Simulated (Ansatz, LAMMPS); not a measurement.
# Which site? P in place of Ge in amorphous Ge (72 atoms), part 2 of 3

At which site of amorphous Ge (72 atoms) does P in place of Ge cost least, and what about the site decides it?

Ansatz 0.2.0; Kohn-Sham DFT, PBE, PAW (set soft_2), plane waves.

The cell: 72 Ge. The quench rate of 20 K/ps is many orders above laboratory rates. The starting topology of bonds comes from the classical model. Only the Γ point is sampled, in a cell whose shortest periodic width is 12 Å.

So far. Step 2 (Single point at the start): The r.m.s. force at the start is 0.21 eV/Å. Step 3 (Relaxation): The relaxation converged after 29 steps, 2.71 eV below its start, with a largest force component of 0.030 eV/Å.

## Step 4: Single point at the relaxed geometry

The electronic structure is read at the final geometry, in a run of its own.

input.yaml reads:

```yaml
crystal:
  lattice:
    - [11.9803, 0.0, 0.0]
    - [0.0, 11.9803, 0.0]
    - [0.0, 0.0, 11.9803]
  atoms:
    - { symbol: Ge, position: [0.26192, 0.99282, 0.76495] }
    - { symbol: Ge, position: [0.37674, 0.57999, 0.3903] }
    - { symbol: Ge, position: [0.77582, 0.82576, 0.78435] }
    - { symbol: Ge, position: [0.37477, 0.32804, 0.85695] }
    - { symbol: Ge, position: [0.13398, 0.06089, 0.5089] }
    - { symbol: Ge, position: [0.21284, 0.61799, 0.64254] }
    [... 60 atom lines left out ...]
    - { symbol: Ge, position: [0.54461, 0.77307, 0.04716] }
    - { symbol: Ge, position: [0.43153, 0.90372, 0.67415] }
    - { symbol: Ge, position: [0.38898, 0.24182, 0.17924] }
    - { symbol: Ge, position: [0.37595, 0.79362, 0.93595] }
    - { symbol: Ge, position: [0.08022, 0.63213, 0.3145] }
    - { symbol: Ge, position: [0.36999, 0.00927, 0.9344] }
kpoints:
  mp_grid: { grid: [1, 1, 1] }
hamiltonian:
  xc: pbe
scf:
  occupations: { method: fermi_dirac, width: 0.025 }
output:
  forces: true
  stress: true
  populations: true
  dos:
    method: { smearing: { sigma: 0.08 } }
    de: 0.1
    projected: { site_lists: { Ge: [Ge] } }
  eigenvalues: true
  write_density: true
  write_potential: true
  volumetric_format: npy
```

On the command line:

```
ansatz run input.yaml --threads 4 --pin off --max-ram 15872MiB --backend cpu --events-out ev --progress --plain --runs-dir out
```

Numbers of over 12 decimals in the logs are rounded to 6 here.

Output:

```text
[...]
Crystal: 72 atoms, lattice volume = 1719.504 Å³
Basis set: ecut = 420 eV, 33401 PW (Γ), exchange–correlation on 162×162×162 points (8 copies of the dense FFT grid, shifted against one another)
Bands: 605, of which v1, the nominal top of the filled ones, is band 504 counted from 1 (503 counted from 0)
Symmetry: 1 space group operations
[...]
k-points: 1
[...]
SCF iter   1: F=—  HF=-309223.697527 eV  |F-HF|=—  |Δ(HF+E_count)|=         —  Δρ=3.54e-3  dr2=6.22e-1  ethr=1.77e-3  ⟨swp⟩=6.0  Hψ=2138  notcnv=0
[...]
SCF iter  14: F=-309223.557977 eV  HF=-309223.557977 eV  |F-HF|=4.07e-10  |Δ(HF+E_count)|=   4.02e-8  Δρ=6.82e-7  dr2=2.65e-8  ethr=9.92e-12  ⟨swp⟩=7.0  Hψ=2786  notcnv=0
SCF 1 converged in 14 iterations: F = -309223.557977 eV  dr2 = 2.65e-8
[...]
SCF converged after 14 iterations
Free energy (F): -309223.557977 eV
[...]
Internal energy: -309223.552081 eV  (E = F + TS)
E sigma→0 (E₀):  -309223.555029 eV
Entropy (-TS):   -0.005896 eV (-0.082 meV/atom)
Fermi energy:    7.556517 eV
[...]
--- Forces (eV/Å), atoms counted from 1 ---
  atom   1  Ge    -0.00243044     0.00316304    -0.00012319
  atom   2  Ge    -0.00581475     0.00925379    -0.00147404
  atom   3  Ge    -0.00879189     0.00704206     0.00200551
  atom   4  Ge     0.01312035     0.01177705     0.00060009
  atom   5  Ge    -0.00476056     0.00421217     0.00835178
  atom   6  Ge    -0.01037888     0.01208851     0.01282270
  atom   7  Ge    -0.00455914    -0.01043082     0.00716372
  atom   8  Ge    -0.01718836    -0.00923908     0.00213861
  atom   9  Ge    -0.01016134     0.00845691    -0.00435291
  atom  10  Ge     0.00839238     0.01307921    -0.02872465
  atom  11  Ge     0.00999706    -0.00923568     0.01033770
  atom  12  Ge     0.00628272     0.00171732    -0.00090258
  atom  13  Ge    -0.00415435     0.01405749    -0.01103597
  atom  14  Ge     0.00647329     0.01503978    -0.00314981
[...]
atom  71  Ge    -0.00385474     0.01076930     0.00129864
  atom  72  Ge     0.00424053     0.00871441    -0.00625433
  max |Σ_I F_I| component: 7.07e-6 eV/Å
--- Stress (GPa, compression-positive) ---
        1.633871      -0.542157       0.297049
       -0.542157      -0.544148      -0.136519
        0.297049      -0.136519       0.940556
  P = ⅓ Tr σ = 0.6768 GPa (6.768 kbar)
--- Band table (eV) ---
[...]
--- Löwdin populations: 72 sites ---
  site symbol       q [e]
     0     Ge     13.9817
     1     Ge     13.9613
     2     Ge     13.9620
[...]
71     Ge     13.9668
  spilling = 0.001663 (of n_electrons = 1008.000000)
```

Run time: 67 s. Hardware: 4 threads of Arm Neoverse V1, shared host; peak memory 2.7 GiB; 4.4 min of CPU time.

Numbers from this run:

```yaml
free_energy: -309223.5580 eV
free_energy_per_atom: -4294.7716 eV/atom
scf_cycles: 14
pressure: 0.6768 GPa
r_m_s_force_component: 0.00994 eV/Å
longest_force: 0.03659 eV/Å
fermi_energy: 7.557 eV
spacing_of_highest_filled_and_lowest_empty_level: 0.2266 eV
spilling_of_the_projection: 0.001663
```

The mean of these charges, 0.023 e, is only the charge that the projection spills.

Löwdin charges by element and coordination (they lack the spilled electrons, 0.023 e an atom on average):

```tsv
element	coordination	atoms	mean charge (e)	spread	least	most
Ge	all	72	0.0233	0.0311	-0.0807	0.107
Ge	3	2	-0.0476	0.0331	-0.0807	-0.0145
Ge	4	56	0.0267	0.0226	-0.0118	0.0962
Ge	5	12	0.0188	0.0467	-0.0437	0.107
Ge	6	2	0.0244	0.0273	-0.0029	0.0517
```

Density of states as counts of states in windows of 1 eV (from the Fermi level), total and the larger projections:

```tsv
from (eV)	to (eV)	total	Ge p	Ge s
-10	-9	17.9	5.2	12.6
-9	-8	23.7	7.2	16.4
-8	-7	20.1	7.3	12.7
-7	-6	19.2	8.3	10.8
-6	-5	15.8	7.7	8.0
-5	-4	11.5	7.1	4.3
-4	-3	27.0	24.3	2.5
-3	-2	39.7	36.1	3.4
-2	-1	49.0	45.5	3.0
-1	0	26.9	24.0	2.6
0	1	19.9	15.1	4.2
1	2	29.9	21.3	7.0
2	3	38.8	28.3	7.3
3	4	43.1	32.4	5.5
4	5	45.2	33.2	4.2
```

The curve was stored every 0.10 eV, coarse against its broadening of 0.08 eV, so these counts are rough.

Between -25 and -10 eV lie 758 more states.

The levels nearest the highest filled one (over half full), pooled over k-points and spins:

```tsv
level less the highest filled one (eV)	occupation
-0.447	2
-0.439	2
-0.324	2
-0.255	2
-0.191	2
0	1.98
0.227	0.021
0.434	0
0.52	0
0.553	0
0.634	0
0.781	0
```

Electrostatic potential energy in the ac plane at fractional y = 0.628, with atoms of Ge within 0.2 Å of it. With pseudopotentials it is smooth inside the atoms' cores, unlike the true potential.

Values in eV, 13 rows by 16 columns, each cell a mean:
```
  5  -2  -4   3   6  10  11  11  11   6 -12  -9   8   9  -1  -5
  2 -25 -26   1  10  11  11  11  11   9  -2  -8   5  10   6   5
  8  -4  -5   7  10   8   7   9   8   5 -20 -28  -5   9  10  10
  8   9   4  -5   3   5   4  -1 -19  -6   0  -4   7   9   9   7
-15   5 -11 -29 -14   7   9   1 -16  -4   9  11  11  10   1 -21
-15   6   3  -8   2  10  11   9  -1  -2   8  11  11  10   1 -21
  8  10   8   2   6   7   7   4 -24 -26   0   9   9   5  -3   2
  6   3   6   2   3 -10 -15   2  -6  -8   6   8   7 -11 -28 -11
-13 -27  -8   9   8  -2  -7   6  10  10  11  10  10   2  -8   1
 -5 -17  -1  10   9   7   7  10  11  12  12  12  12  11  11  10
 10   9  10  10   5  -7   0   9  11  11  11  11  10   7   8  11
 11  11   9   1   1   1   5  10  11   9   3   4   4 -14  -5   9
 10  10   5 -14 -10   8  11  11  10   1 -25 -21   3  -1   1   7
```
Columns run along a (12.0 Å; values clipped at the 3rd and 97th percentile), rows up along c (12.0 Å). Atoms in or near the plane, at fractional coordinates: Ge at (0.21, 0.64), Ge at (0.67, 0.01), Ge at (0.69, 0.80), Ge at (0.56, 0.48), Ge at (0.98, 0.61), Ge at (0.12, 0.87), Ge at (0.08, 0.31).

Valence density in the ac plane at fractional y = 0.628, with atoms of Ge within 0.2 Å of it. It is the smooth field of the valence electrons, not physical close to the nuclei.

Ten steps, logarithmic in the rise over the least value, from '0' (0 e/Å³) to '9' (30 e/Å³), each cell a mean:
```
1111111111000000000012553110011221
1123432110000000000001221100011221
1248973100000000000001122100000111
1137862100000000000001365310000000
0012221000000000000012699521000000
0000111000011111111112466311000000
0000011211111111244321111100000000
2110125752111111256421000000000112
6311137973100001123210000000001258
8411124542100000111110000000001379
3210011111000000112221000000001134
1000001111000000137852100000001111
0000001111111111148972100000123321
1000111111123321124431100011258731
1122111111124431111110000001258732
2477421000112221000000000000123221
2599521000011110000000000000000011
1244210000001100000000000000000000
0111100000111110000000000000000000
0000000001122210000000000000110000
0000000011122110000000000011221100
0000001121111100000001111112332100
0000012332110000000013563211222110
0000012332100000000114896211111111
```
Columns run along a (12.0 Å), rows up along c (12.0 Å). Atoms in or near the plane, at fractional coordinates: Ge at (0.21, 0.64), Ge at (0.67, 0.01), Ge at (0.69, 0.80), Ge at (0.56, 0.48), Ge at (0.98, 0.61), Ge at (0.12, 0.87), Ge at (0.08, 0.31).

The highest filled and lowest empty levels differ by 0.227 eV (at Γ alone); a semilocal functional tends to put such gaps too low. In a disordered cell it changes from sample to sample, and tail or defect levels can set it. Löwdin charges run from -0.08 to +0.11 e, about a mean that is the spilled charge alone. Within 0.4 eV of the Fermi level the largest share is Ge p (83 % of the projected weight).

## Step 5: P on a site of Ge, site Ge4

The site has 3 bonded neighbours (Ge3) at 2.60 Å on average, by cutoffs that count no bonds between two metal atoms or like ions. The change is made in the relaxed cell and the atoms are relaxed again, with spin allowed.

input.yaml reads:

```yaml
crystal:
  lattice:
    - [11.9803, 0.0, 0.0]
    - [0.0, 11.9803, 0.0]
    - [0.0, 0.0, 11.9803]
  atoms:
    - { symbol: Ge, position: [0.26192, 0.99282, 0.76495] }
    - { symbol: Ge, position: [0.37674, 0.57999, 0.3903] }
    - { symbol: Ge, position: [0.77582, 0.82576, 0.78435] }
    - { symbol: P, position: [0.37477, 0.32804, 0.85695], spin: 0.6 }
    - { symbol: Ge, position: [0.13398, 0.06089, 0.5089] }
    - { symbol: Ge, position: [0.21284, 0.61799, 0.64254] }
    - { symbol: Ge, position: [0.95574, 0.91474, 0.17532] }
    [... atom lines 8 to 72 left out ...]
magnetization:
  spin_polarized: true
kpoints:
  mp_grid: { grid: [1, 1, 1] }
hamiltonian:
  xc: pbe
scf:
  occupations: { method: fermi_dirac, width: 0.025 }
  lower_state_search: "off"
output:
  forces: true
  eigenvalues: true
relax:
  f_tol: 0.05
  max_steps: 90
```

Output:

```text
[...]
Crystal: 72 atoms, lattice volume = 1719.504 Å³
Basis set: ecut = 420 eV, 33401 PW (Γ), exchange–correlation on 162×162×162 points (8 copies of the dense FFT grid, shifted against one another)
Bands: 601, of which v1, the nominal top of the filled ones, is band 500 counted from 1 (499 counted from 0)
Symmetry: 1 space group operations
[...]
k-points: 1
[...]
Starting moments: Σ|m| = 2.4 μB on 4 of 72 sites
[...]
SCF iter   1: F=—  HF=-305685.974637 eV  |F-HF|=—  |Δ(HF+E_count)|=         —  Δρ=1.83e-2 (↑1.80e-2 ↓1.83e-2)  dr2=1.58e1  dr2_m=2.14e0  M=0.191 μB ∫|m|=0.467 μB  β_m=0.30  ethr=1.58e-3  ⟨swp⟩=2.0  Hψ=5815  notcnv=0
[...]
spin=Collinear: Kerker preconditioning applied to the charge; magnetization (m = ρ↑ − ρ↓) channel mixes plain (no charge-response kernel on spin).
SCF iter   2: F=—  HF=-305685.513101 eV  |F-HF|=—  |Δ(HF+E_count)|=   4.62e-1  Δρ=1.40e-2 (↑1.36e-2 ↓1.40e-2)  dr2=1.08e1  dr2_m=1.06e0  M=0.158 μB ∫|m|=0.385 μB  β_m=0.30  ethr=1.58e-3  ⟨swp⟩=1.5  Hψ=1203  notcnv=0
[...]
SCF iter   7: F=—  HF=-305684.173218 eV  |F-HF|=—  |Δ(HF+E_count)|=   3.51e-2  Δρ=1.57e-3 (↑1.46e-3 ↓1.57e-3)  dr2=1.92e-2  dr2_m=3.29e-2  M=0.075 μB ∫|m|=0.163 μB  β_m=0.30  ethr=4.74e-6  ⟨swp⟩=2.0  Hψ=2315  notcnv=0  defer=89
[...]
spin-set hold released at iteration 7 (site moments contracting): the magnetisation degrees of freedom join the quasi-Newton model from the next iteration; the mixer history was flushed
SCF iter   8: F=—  HF=-305684.175017 eV  |F-HF|=—  |Δ(HF+E_count)|=   1.80e-3  Δρ=1.09e-3 (↑1.05e-3 ↓1.09e-3)  dr2=1.45e-2  dr2_m=1.65e-2  M=0.067 μB ∫|m|=0.140 μB  β_m=0.61  ethr=1.92e-6  ⟨swp⟩=2.5  Hψ=1728  notcnv=0  defer=89
[...]
SCF iter  13: F=-305684.187704 eV  HF=-305684.187732 eV  |F-HF|=2.85e-5  |Δ(HF+E_count)|=   1.84e-5  Δρ=1.33e-5 (↑1.33e-5 ↓1.27e-5)  dr2=2.08e-5  dr2_m=1.89e-7  M=0.000 μB ∫|m|=0.002 μB  ethr=6.26e-9  ⟨swp⟩=9.5  Hψ=5232  notcnv=0
WARN: the starting moments were not kept: the SCF closed with an absolute magnetisation of 2.4e-3 μB, where they sum to 2.4 μB in size (4 sites). That is at most 0.1 of that sum. Measured as dr2_m measures the in/out step, that magnetisation stands 1.3e-7 eV from none, [...]
SCF 1 converged in 13 iterations: F = -305684.187704 eV  dr2 = 2.08e-5
[...]
relax step   1: F+E_penalty+E_count = -305684.18770355 eV  Δ(F+E_penalty+E_count) = +0.000e0 eV  max|allowed force component| = 1.212e0 eV/Å  Δτ_max = 0.0000 Å  (13 SCF iters, dr2 threshold 6.25e-5 eV, accepted)
[... from here on, the SCF cycles and remarks between the steps are left out ...]
relax step   2: F+E_penalty+E_count = -305684.49384935 eV  Δ(F+E_penalty+E_count) = -3.061e-1 eV  max|allowed force component| = 4.269e-1 eV/Å  Δτ_max = 0.1947 Å  (6 SCF iters, dr2 threshold 9.18e-5 eV, accepted)
relax step   3: F+E_penalty+E_count = -305684.62759451 eV  Δ(F+E_penalty+E_count) = -1.337e-1 eV  max|allowed force component| = 1.747e-1 eV/Å  Δτ_max = 0.1947 Å  (7 SCF iters, dr2 threshold 1.14e-5 eV, accepted)
relax step   4: F+E_penalty+E_count = -305684.67275397 eV  Δ(F+E_penalty+E_count) = -4.516e-2 eV  max|allowed force component| = 1.599e-1 eV/Å  Δτ_max = 0.1122 Å  (8 SCF iters, dr2 threshold 3.79e-6 eV, accepted)
relax step   5: F+E_penalty+E_count = -305684.70429457 eV  Δ(F+E_penalty+E_count) = -3.154e-2 eV  max|allowed force component| = 1.074e-1 eV/Å  Δτ_max = 0.1225 Å  (9 SCF iters, dr2 threshold 4.28e-6 eV, accepted)
relax step   6: F+E_penalty+E_count = -305684.73759469 eV  Δ(F+E_penalty+E_count) = -3.330e-2 eV  max|allowed force component| = 1.031e-1 eV/Å  Δτ_max = 0.1945 Å  (10 SCF iters, dr2 threshold 5.21e-6 eV, accepted)
relax step   7: F+E_penalty+E_count = -305684.74654733 eV  Δ(F+E_penalty+E_count) = -8.953e-3 eV  max|allowed force component| = 1.892e-1 eV/Å  Δτ_max = 0.1904 Å  (9 SCF iters, dr2 threshold 4.80e-6 eV, accepted)
relax step   8: F+E_penalty+E_count = -305684.76509595 eV  Δ(F+E_penalty+E_count) = -1.855e-2 eV  max|allowed force component| = 4.011e-2 eV/Å  Δτ_max = 0.0527 Å  (7 SCF iters, dr2 threshold 3.30e-5 eV, accepted)
relax step   9: F+E_penalty+E_count = -305684.76509713 eV  Δ(F+E_penalty+E_count) = -1.176e-6 eV  max|allowed force component| = 3.982e-2 eV/Å  Δτ_max = 0.0000 Å  (6 SCF iters, accepted)
SCF converged after 6 iterations
Magnetization: -0.0003 μB (499.4999 up, 499.5001 down)
Absolute magnetization: 0.0003 μB (∫|ρ↑−ρ↓|, with the PAW one-centre terms)
[...]
Per-site moments (μB) at R_I (Å): [(2.622194987318211e-7, 0.997063), (-1.679779042033426e-8, 1.035944), (-1.1886708712077054e-6, 1.037705), (-4.6771239066216773e-7, 0.973752), (-4.1303163595086726e-7, 1.002401), [...]
Free energy (F): -305684.765097 eV
[...]
Internal energy: -305684.729727 eV  (E = F + TS)
E sigma→0 (E₀):  -305684.747412 eV
Entropy (-TS):   -0.035370 eV (-0.491 meV/atom)
Fermi energy:    7.525752 eV
[...]
--- Forces (eV/Å), atoms counted from 1 ---
  atom   1  Ge     0.00171341     0.00389122    -0.00066474
  atom   2  Ge    -0.01095840     0.00240064     0.01456641
  atom   3  Ge     0.00741150    -0.00920627    -0.00312431
  atom   4  P      0.00519706     0.02644925    -0.00791307
  atom   5  Ge     0.00182227     0.00020941    -0.00752990
  atom   6  Ge     0.00329865    -0.01029038     0.01278156
  atom   7  Ge    -0.00812452    -0.00012293     0.00539504
  atom   8  Ge     0.00399435     0.01651342     0.02073622
  atom   9  Ge     0.02318110    -0.01922753    -0.01018019
  atom  10  Ge     0.00718079     0.00758346     0.00334962
  atom  11  Ge     0.00813289    -0.00221653    -0.00869135
  atom  12  Ge    -0.00154045    -0.00391799    -0.00771132
  atom  13  Ge     0.00168284    -0.00911924    -0.00454539
  atom  14  Ge    -0.00590756     0.00420567     0.00521349
[...]
atom  71  Ge    -0.00429432    -0.01196870     0.00428961
  atom  72  Ge    -0.00393414    -0.00447799     0.00301208
  max |Σ_I F_I| component: 9.40e-6 eV/Å
--- Band table (eV) ---
[...]
--- Relaxed structure (9 steps of the walk, 9 accepted, 0 SCFs on fresh bases) ---
  F+E_penalty+E_count = -305684.76509713 eV   max|allowed force component| = 3.982e-2 eV/Å
  atoms:
    - { symbol: Ge, position: [0.263726, 0.997401, 0.762527] }
    - { symbol: Ge, position: [0.376036, 0.576628, 0.390065] }
    - { symbol: Ge, position: [0.774892, 0.823597, 0.784699] }
    - { symbol: P, position: [0.355016, 0.350129, 0.878373] }
[...]
- { symbol: Ge, position: [0.372911, 0.014614, 0.931312] }
```

Run time: 13 min. Hardware: 4 threads; peak memory 4.8 GiB; 51 min of CPU time.

The program notes that starting moments were not kept.

The relaxation converged after 9 steps, 0.577 eV below its start, with a largest force component of 0.040 eV/Å.

Local excerpt of 10 atoms (numbers count through the whole input) about the P atom, after relaxation; x, y, z are measured from there.

```tsv
atom	x	y	z	distance (Å)	bonds
P4	0.00	0.00	0.00	0.00	3
Ge20	0.84	0.63	2.12	2.36	4
Ge32	1.76	0.27	-1.56	2.37	4
Ge56	-1.67	1.38	-0.96	2.37	4
Ge44	0.36	-0.91	-3.34	3.48	4
Ge52	3.63	-0.88	-0.10	3.73	4
Ge45	-3.31	-0.38	-1.71	3.74	4
Ge49	-1.74	-2.15	-2.61	3.80	4
Ge69	0.34	-1.31	3.64	3.88	4
Ge42	3.28	0.75	1.96	3.89	4
```

The column of bonds counts only the pairs Ge-Ge within 3.02 Å, Ge-P within 2.77 Å; other neighbours, such as metal atoms beside each other in a compound, aren't counted, and periodic images can show an atom twice.

The largest move is 0.67 Å, by Ge32.

## Step 6: P on a site of Ge, site Ge26

The site has 6 bonded neighbours (Ge6) at 2.78 Å on average. 

Input and log are left out; they have the form of those shown for this kind of step.

The job ended after 7.1 min (4 threads of Arm Neoverse V1, shared host; peak memory 4.8 GiB; 28 min of CPU time).

The relaxation converged after 5 steps, 0.276 eV below its start, with a largest force component of 0.036 eV/Å.

## Step 7: P on a site of Ge, site Ge71

The site has 4 bonded neighbours (Ge4) at 2.51 Å on average. 

Input and log are left out; they have the form of those shown for this kind of step.

Elapsed: 9.1 min, on 4 threads of Arm Neoverse V1, shared host; peak memory 4.8 GiB.

The relaxation converged after 6 steps, 0.197 eV below its start, with a largest force component of 0.029 eV/Å.

The surroundings of the P atom, after relaxation, nearest first, numbered as they follow in the input and with coordinates relative to it.

```tsv
atom	x	y	z	distance (Å)	bonds
P71	0.00	0.00	0.00	0.00	4
Ge50	0.23	1.65	-1.77	2.42	4
Ge60	-2.13	0.18	1.15	2.43	4
Ge34	0.82	-1.92	-1.29	2.45	4
Ge46	1.69	0.81	1.59	2.45	4
Ge37	-2.31	2.67	0.73	3.60	4
Ge2	3.50	-0.81	0.92	3.70	4
Ge41	3.18	-0.93	-1.71	3.73	5
Ge18	1.74	0.45	-3.31	3.77	4
Ge8	-0.31	-2.59	2.72	3.77	4
Ge54	-1.22	-0.21	3.58	3.79	5
```

The column of bonds counts only the pairs Ge-Ge within 2.98 Å, Ge-P within 2.88 Å; other neighbours, such as metal atoms beside each other in a compound, aren't counted, and periodic images can show an atom twice.

The largest move is 0.31 Å, by Ge10.

## Step 8: P on a site of Ge, site Ge50

The site has 4 bonded neighbours (Ge4) at 2.48 Å on average. 

Input and log are left out; they have the form of those shown for this kind of step.

Run time: 8.9 min. Hardware: 4 threads of Arm Neoverse V1, shared host; peak memory 4.8 GiB; 35 min of CPU time.

The relaxation converged after 6 steps, 0.216 eV below its start, with a largest force component of 0.048 eV/Å.

A closer look about the P atom, after relaxation: 14 atoms, nearest first, numbered in the order of the input, with positions taken from that point.

```tsv
atom	x	y	z	distance (Å)	bonds
P50	0.00	0.00	0.00	0.00	4
Ge18	1.37	-1.13	-1.60	2.39	4
Ge25	1.80	1.46	0.61	2.40	4
Ge7	-1.91	1.47	-0.01	2.41	4
Ge71	-0.37	-1.70	1.71	2.43	4
Ge66	-3.27	-1.18	-0.87	3.58	3
Ge34	0.48	-3.66	0.37	3.71	4
Ge46	1.34	-0.85	3.36	3.72	4
Ge16	1.47	1.60	3.02	3.72	4
Ge37	-2.66	1.01	2.43	3.74	4
Ge41	2.80	-2.59	-0.03	3.82	5
Ge21	-0.71	3.74	-0.44	3.83	6
Ge43	3.80	-0.14	0.58	3.84	4
Ge59	-0.06	-1.63	-3.53	3.89	5
```

The column of bonds counts only the pairs Ge-Ge within 3.02 Å, Ge-P within 2.83 Å; other neighbours, such as metal atoms beside each other in a compound, aren't counted, and periodic images can show an atom twice.

The largest move is 0.30 Å, by Ge10.

## Step 9: P on a site of Ge, site Ge64

The site has 4 bonded neighbours (Ge4) at 2.56 Å on average. 

Input and log are left out; they have the form of those shown for this kind of step.

Wall time 7.1 min (4 threads of Arm Neoverse V1, shared host); peak memory 4.8 GiB; 28 min of CPU time.

The relaxation converged after 4 steps, 0.171 eV below its start, with a largest force component of 0.037 eV/Å.

Local excerpt of 10 atoms (numbers count through the whole input) about the P atom, after relaxation; x, y, z are measured from there.

```tsv
atom	x	y	z	distance (Å)	bonds
P64	0.00	0.00	0.00	0.00	4
Ge23	0.95	-1.37	1.74	2.42	4
Ge12	0.65	-1.23	-2.00	2.44	4
Ge72	-2.33	-0.74	0.39	2.48	4
Ge52	1.15	2.34	-0.29	2.63	4
Ge68	-1.65	-1.99	-2.75	3.78	4
Ge67	-0.29	-3.58	1.71	3.98	4
Ge4	-2.38	3.15	-0.53	3.99	3
Ge31	1.41	-0.05	3.80	4.05	4
Ge36	3.09	-2.41	1.05	4.06	5
```

The column of bonds counts only the pairs Ge-Ge within 3.02 Å, Ge-P within 3.02 Å; other neighbours, such as metal atoms beside each other in a compound, aren't counted, and periodic images can show an atom twice.

The largest move is 0.24 Å, by Ge52.

(Continued in part 3 of 3.)

[Logs are printed without paths, hosts, clocks, repeated set-up lines and the standing remarks that a program may print on its own settings, such as how far it seeks lower states.]

[Hosts, paths, dates, database ids (printed as entryN), source tags and the programs' standing remarks are cut or masked in the printed files.]
